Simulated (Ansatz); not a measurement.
# Ga2O3 (R-3c): how G0W0 depends on its starting point, part 2 of 2

One-shot GW is not self-consistent; how far does the start matter for Ga2O3 (R-3c)?

Ansatz 0.2.0; G0W0 on several functionals, plane waves, PAW. Known limits of the many-body steps: not at the basis limit; no spin-orbit coupling.

So far. Step 2 (G0W0 on PBE): The gap on the mesh goes from 2.84 eV to 4.62 eV, a correction of +1.79 eV. Between the two edge states, bare exchange in place of the xc potential would open the gap by 10.07 eV, and correlation takes back 8.28 eV.

In doubt: masses and optical values from hybrid runs of this build are listed as unsure (steps 3, 4), which bears on the screening that GW takes from such a start.

## 3. G0W0 on HSE06

One-shot GW remembers its start. Another functional's orbitals and levels show by how much.

This step: G0W0 on HSE06, plane waves, PAW.

File input.yaml:

```yaml
crystal:
  lattice:
    - [2.4986991939, 1.4426246522, 4.4835497685]
    - [-2.4986991939, 1.4426246522, 4.4835497685]
    - [0.0, -2.8852493044, 4.4835497685]
  atoms:
    - { symbol: Ga, position: [0.85558558, 0.85558558, 0.85558558] }
    - { symbol: Ga, position: [0.64441442, 0.64441442, 0.64441442] }
    - { symbol: Ga, position: [0.14441442, 0.14441442, 0.14441442] }
    - { symbol: Ga, position: [0.35558558, 0.35558558, 0.35558558] }
    - { symbol: O, position: [0.75, 0.44683282, 0.05316718] }
    - { symbol: O, position: [0.44683282, 0.05316718, 0.75] }
    - { symbol: O, position: [0.05316718, 0.75, 0.44683282] }
    - { symbol: O, position: [0.25, 0.55316718, 0.94683282] }
    - { symbol: O, position: [0.94683282, 0.25, 0.55316718] }
    - { symbol: O, position: [0.55316718, 0.94683282, 0.25] }
kpoints:
  mp_grid: { grid: [4, 4, 4] }
hamiltonian:
  xc: hse06
  pseudopotentials: { kind: paw, source: ansatz }
scf:
  occupations: { method: fixed }
gw:
  n_empty_bands: 576
  ecut_chi: 190.0
  qp_bands: [v3, c3]
  qp_kpoints: band_edges
  screening: { model: contour_deformation }
```

On the command line:

```sh
> ansatz run input.yaml --threads 3 --pin off --max-ram 92160MiB --backend cuda --events-out ev --progress --plain --runs-dir out --devices 1 --max-vram 13GiB  # rebuilt from the run's record
```

Numbers of over 12 decimals in the logs are rounded to 6 here.

The log of the run:

```text
GPUs: using 1 of 1 available (devices: 1).
[...]
davidson cushion auto → on  (no smearing: the cushion is to keep the highest requested band from converging to the state above it; pin scf.eigensolver.cushion to override)
[...]
GPU FFT provider: cuFFT
GPU libraries: cuBLAS 13.8.2, cuFFT 12.4.0, cuSOLVER 12.3.4
Crystal: 10 atoms, lattice volume = 96.971 Å³
Basis set: ecut = 1020 eV, 7163 PW (Γ)
Bands: 72, of which v1, the nominal top of the filled ones, is band 60 counted from 1 (59 counted from 0)
Symmetry: 12 space group operations
[...]
k-points: 13 of 64
[...]
GPU buffer pool allocated for 262144 grid points (all kernels)
[...]
SCF iter   1: F=—  HF=-37065.947430 eV  |F-HF|=—  |Δ(HF+E_count)|=         —  Δρ=1.53e-1  dr2=9.13e0  ethr=1.00e-1  ⟨swp⟩=4.4  Hψ=2579  notcnv=0
[...]
SCF iter   5: F=-37063.672900 eV  HF=-37063.673404 eV  |F-HF|=5.04e-4  |Δ(HF+E_count)|=   1.95e-2  Δρ=1.04e-3  dr2=8.08e-4  ethr=7.07e-7  ⟨swp⟩=4.0  Hψ=4873  notcnv=0
SCF 1 stopped early in 5 iterations: F = -37063.672900 eV  dr2 = 8.08e-4
[...]
GPU FFT provider: cuFFT
GPU libraries: cuBLAS 13.8.2, cuFFT 12.4.0, cuSOLVER 12.3.4
[...]
GPU buffer pool allocated for 262144 grid points (all kernels)
[...]
k-point 0: bands = [... 56 lower, 8.9119, 8.9560, 8.9907, 8.9907, 13.8095, 17.9586, 17.9609, 20.3060, ... 1 higher]
  k-point 1: bands = [... 56 lower, 8.5769, 8.6970, 9.0351, 9.1866, 15.3910, 17.7514, 18.5832, 19.5098, ... 1 higher]
  k-point 2: bands = [... 56 lower, 8.1907, 8.1907, 9.0667, 9.0667, 17.6120, 17.6120, 17.9578, 17.9578, ... 1 higher]
  k-point 12: bands = [... 56 lower, 8.9329, 8.9329, 8.9329, 8.9329, 16.9953, 16.9953, 19.1869, 19.1869, ... 1 higher]
  guard bands above this table: 7 of the run's 72 bands. The solve was not asked for them (output.publish_guard_bands: true or output.eigenvalues: true publishes all)
[...]
bands read: the sum over 636 bands ends inside a degenerate multiplet in 1 slot, whose members it reads at an even weight; the widest, k=0: bands 636 to 637 (counted from 1) at 1/2 each
[...]
0    58      8.9560   -26.6114     3.8176   -22.5025  0.8029     8.6641     8.6647  root
     0    59      8.9907   -26.9781     3.9439   -22.7324  0.8020     8.6881     8.6888  root
     0    60      8.9907   -26.9781     3.9439   -22.7324  0.8020     8.6881     8.6888  root
     0    61     13.8095   -12.6751    -3.7518   -17.0401  0.8553    14.4241    14.4226  root
     0    62     17.9586   -12.2363    -4.4815   -17.5068  0.8434    18.7508    18.7475  root
     0    63     17.9609    -9.1829    -4.3735   -14.1158  0.8551    18.5220    18.5204  root
     1    58      8.6970   -26.7496     3.9047   -22.5250  0.8023     8.3763     8.3771  root
     1    59      9.0351   -27.1758     3.9963   -22.8750  0.8017     8.7299     8.7306  root
[...]
12    60      8.9329   -27.4859     3.9565   -23.2163  0.8030     8.6191     8.6198  root
    12    61     16.9953   -12.8097    -4.1109   -17.6452  0.8420    17.7225    17.7198  root
    12    62     16.9953   -12.8097    -4.1109   -17.6452  0.8420    17.7225    17.7198  root
    12    63     19.1869   -10.4377    -4.7218   -15.8262  0.8475    19.8562    19.8536  root
[key lines of the parts left out:]
Free energy (F): -37065.162872 eV
Fermi energy:    9.186583 eV
```

Elapsed: 3.9 min, on 1 × NVIDIA H100 80GB HBM3 (shared by 6 runs) with 3 threads of AMD EPYC 7R13 (Zen 3), shared host; peak memory 4.1 GiB.

This step gave:

| Quantity | Value |
| --- | --- |
| bands summed | 636 |
| RPA ε∞ on this mesh (eigenvalues) | 3.344, 3.439, 3.439 |
| plane waves in the screening matrix | 563 |
| q-points in the mesh | 64 |
| G0W0 gap on the mesh | 5.529 eV |
| k of the valence top | 0, 0, 0.25 |
| k of the conduction bottom | 0, 0, 0 |
| starting gap on the mesh | 4.623 eV |
| Z at the valence top | 0.8021 |
| Z at the conduction bottom | 0.8553 |
| least direct G0W0 gap on the computed points | 5.734 eV |

Against the run with 4×4×4 mesh, 576 empty bands, screening to 190 eV, hard PAW files on PBE, the gap moves by +0.90 eV, while the start moved by +1.78 eV.

## 4. G0W0 on PBE0

This step: G0W0 on PBE0, plane waves, PAW.

input.yaml: that of step 3 with these lines changed.

```diff
@@ -19,3 +19,3 @@
 hamiltonian:
-  xc: hse06
+  xc: pbe0
   pseudopotentials: { kind: paw, source: ansatz }
```

The log of the run:

```text
GPUs: using 1 of 1 available (devices: 1).
[...]
GPU FFT provider: cuFFT
GPU libraries: cuBLAS 13.8.2, cuFFT 12.4.0, cuSOLVER 12.3.4
Crystal: 10 atoms, lattice volume = 96.971 Å³
Basis set: ecut = 1020 eV, 7163 PW (Γ)
Bands: 72, of which v1, the nominal top of the filled ones, is band 60 counted from 1 (59 counted from 0)
Symmetry: 12 space group operations
[...]
k-points: 13 of 64
[...]
1    58      8.2984   -26.7621     3.7802   -22.9365  0.8113     8.2529     8.2529  root
     1    59      8.6365   -27.1798     3.8688   -23.2813  0.8107     8.6068     8.6068  root
[...]
12    60      8.5356   -27.4917     3.8306   -23.6226  0.8118     8.4971     8.4971  root
    12    61     17.3562   -12.8026    -4.0216   -17.2775  0.8494    17.8104    17.8095  root
    12    62     17.3562   -12.8026    -4.0216   -17.2775  0.8494    17.8104    17.8095  root
    12    63     19.5506   -10.3928    -4.6159   -15.4074  0.8551    19.9501    19.9493  root
[key lines of the parts left out:]
Free energy (F): -37065.836458 eV
Fermi energy:    8.789452 eV
```

The job ended after 4.4 min (1 × NVIDIA H100 80GB HBM3 (shared by 6 runs) with 3 threads; peak memory 4 GiB).

Numbers from this step:

```
bands summed                                 : 636
RPA ε∞ on this mesh (eigenvalues)            : 3.203, 3.294, 3.294
plane waves in the screening matrix          : 563
G0W0 gap on the mesh                         : 5.727 eV
k of the valence top                         : 0, 0, 0.25
k of the conduction bottom                   : 0, 0, 0
starting gap on the mesh                     : 5.338 eV
least direct G0W0 gap on the computed points : 5.931 eV
```

Against the run with 4×4×4 mesh, 576 empty bands, screening to 190 eV, hard PAW files on HSE06, the gap moves by +0.20 eV, while the start moved by +0.72 eV.

## 5. The starts together

All on the 4×4×4 mesh with 576 empty bands and screening to 190 eV. Times are wall times on 1 × NVIDIA H100 80GB HBM3 (shared by 6 runs) with 3 threads of AMD EPYC 7R13 (Zen 3), shared host, good to a factor of about two.

```
start  starting gap (eV)  shift (eV)  G0W0 gap (eV)  RPA ε∞ (harmonic mean)  Z (valence, conduction)     time
  PBE               2.84       +1.79           4.62                    4.24               0.77, 0.83     82 s
HSE06               4.62       +0.91           5.53                    3.41               0.80, 0.86  3.9 min
 PBE0               5.34       +0.39           5.73                    3.26               0.81, 0.86  4.4 min
```

The parts of the quasiparticle energy at the two band edges (eV; QP = start + Σx + Σc − Vxc):

```
  run               edge  start      Σx     Σc     Vxc     Z     QP
  PBE        valence top  10.43  -27.62   4.51  -22.09  0.77   9.41
  PBE  conduction bottom  13.27  -13.43  -3.77  -17.97  0.83  14.04
HSE06        valence top   9.19  -27.51   4.01  -23.20  0.80   8.89
HSE06  conduction bottom  13.81  -12.68  -3.75  -17.04  0.86  14.42
 PBE0        valence top   8.79  -27.51   3.88  -23.61  0.81   8.77
 PBE0  conduction bottom  14.13  -12.68  -3.68  -16.73  0.86  14.50
```

For a hybrid start, Vxc holds its share of exact exchange.

## 6. Outcome

```
G0W0@PBE     : 4.62 eV (start 2.84 eV)
G0W0@HSE06   : 5.53 eV (start 4.62 eV)
G0W0@PBE0    : 5.73 eV (start 5.34 eV)
known limits : not at the basis limit; no spin-orbit coupling
```

The starting gaps span 2.50 eV and the G0W0 gaps 1.10 eV. Between PBE and PBE0, 1.10 eV of the 2.50 eV survives, 44 %. PBE0 screens less than PBE (ε∞ 3.26 against 4.24). Of the 1.10 eV by which its G0W0 gap is higher, the correlation part gives +0.72 eV, and exchange with the one-particle terms, which follow the orbitals, +0.39 eV. The smallest correction, +0.39 eV, is on PBE0, the start nearest to reproducing itself. Bands and cutoff are finite, so the gap is not at the basis limit. The miss can reach some tenths of an eV and take either sign; the mesh is an error of its own. The many-body steps are scalar-relativistic: spin-orbit coupling is not in them.

[Paths, hosts, dates, memory and timing lines, banners, echoed tables and standing remarks are left out of the program output.]

[Logs are printed without paths, hosts, clocks, repeated set-up lines and the standing remarks that a program may print on its own settings, such as how far it seeks lower states.]

[Runs of the session that timed out or met a known fault of the program may be left out.]

[Cells called generated may have been cut or substituted from an entry of the Crystallography Open Database or the Materials Project.]

[Hosts, paths, dates, database ids (printed as entryN), source tags and the programs' standing remarks are cut or masked in the printed files.]
